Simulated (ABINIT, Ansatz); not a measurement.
# Calculated records

```json
{"subject": "ZnWO4 (P2/c): G0W0 with ABINIT, start to end", "lattice_ang": [[4.6986, 0.0, 0.0], [0.0, 5.7293, 0.0], [-0.053, 0.0, 4.9364]], "atoms": [["Zn", 0.5, 0.684, 0.25], ["Zn", 0.5, 0.316, 0.75], ["W", 0.0, 0.1826, 0.25], ["W", 0.0, 0.8174, 0.75], ["O", 0.2169, 0.1051, 0.9363], ["O", 0.7831, 0.1051, 0.5637], ["O", 0.7831, 0.8949, 0.0637], ["O", 0.2169, 0.8949, 0.4363], ["O", 0.2565, 0.3777, 0.3996], ["O", 0.7435, 0.3777, 0.1004], ["O", 0.7435, 0.6223, 0.6004], ["O", 0.2565, 0.6223, 0.8996]], "method": "RPA screening on LDA, plane waves, norm-conserving pseudopotentials (and 2 further levels or steps)", "program": "ABINIT 10.8.3", "settings": "cutoff 36 Ha, PseudoDojo scalar-relativistic 0.4.1 standard, norm-conserving, ngkpt (4, 2, 2), nband 219, ecuteps 5.2 Ha, inclvkb 2, shiftk (0, 0, 0), symchi 1, awtr 1, frequency ppm, 4×2×2 k-mesh", "notes": "The program’s warnings: nproc spkpt=  >= nkpt= * nsppol=. The cell and positions come from the Crystallography Open Database and are kept as given unless a step says otherwise. Limits: d shell near the gap, gap tends to lie low; no spin-orbit coupling. The calculation has static nuclei and no excitons; a measured gap holds zero-point and thermal motion, which mostly lowers it. A computed gap this far above an optical edge points to tightly bound excitons, as in closed-shell oxyanion or halide crystals, beside strong electron-phonon effects. With atoms this heavy the missing spin-orbit coupling may be the largest error. The 4×2×2 mesh is coarse for this cell, which bears on the long-range parts of exchange and screening.", "results": {"lda_gap": "2.88 eV, indirect (only 3 meV under the direct gap)", "g0w0_gap_on_the_mesh": "4.68 eV", "gw_settings": "4×2×2 mesh, 219 bands, screening to 141.5 eV, Godby-Needs plasmon pole", "known_limits": "short of the basis limit; d shell near the gap, gap tends to lie low; no spin-orbit coupling; coarse k mesh"}}
```

[Long decimals in the printed logs are rounded to 6 places.]

[Logs are printed without paths, hosts, clocks, repeated set-up lines and the standing remarks that a program may print on its own settings, such as how far it seeks lower states.]

[Paths, hosts, dates, memory and timing lines, banners, echoed tables and standing remarks are left out of the program output; an Ansatz launch command may be rebuilt from the run's recorded settings. Measured values are a selection of at most five: reports struck by readers or far from the other reports are left out. None is set beside runs whose start may be inverted or whose files or cutoffs have a known fault.]

[Runs of the session that timed out or met a known fault of the program may be left out.]

[Hosts, paths, dates, database ids (printed as entryN), source tags and the programs' standing remarks are cut or masked in the printed files.]

[G0W0 gaps are taken among the corrected bands and points alone; a level outside them can change the order at an edge.]

[Where Ansatz stands beside ABINIT at settings called matched, ABINIT's density can come from a denser mesh and the files from another edition; pairs whose starting gaps differed by over 0.03 eV were left out, so agreement reads better than it is.]
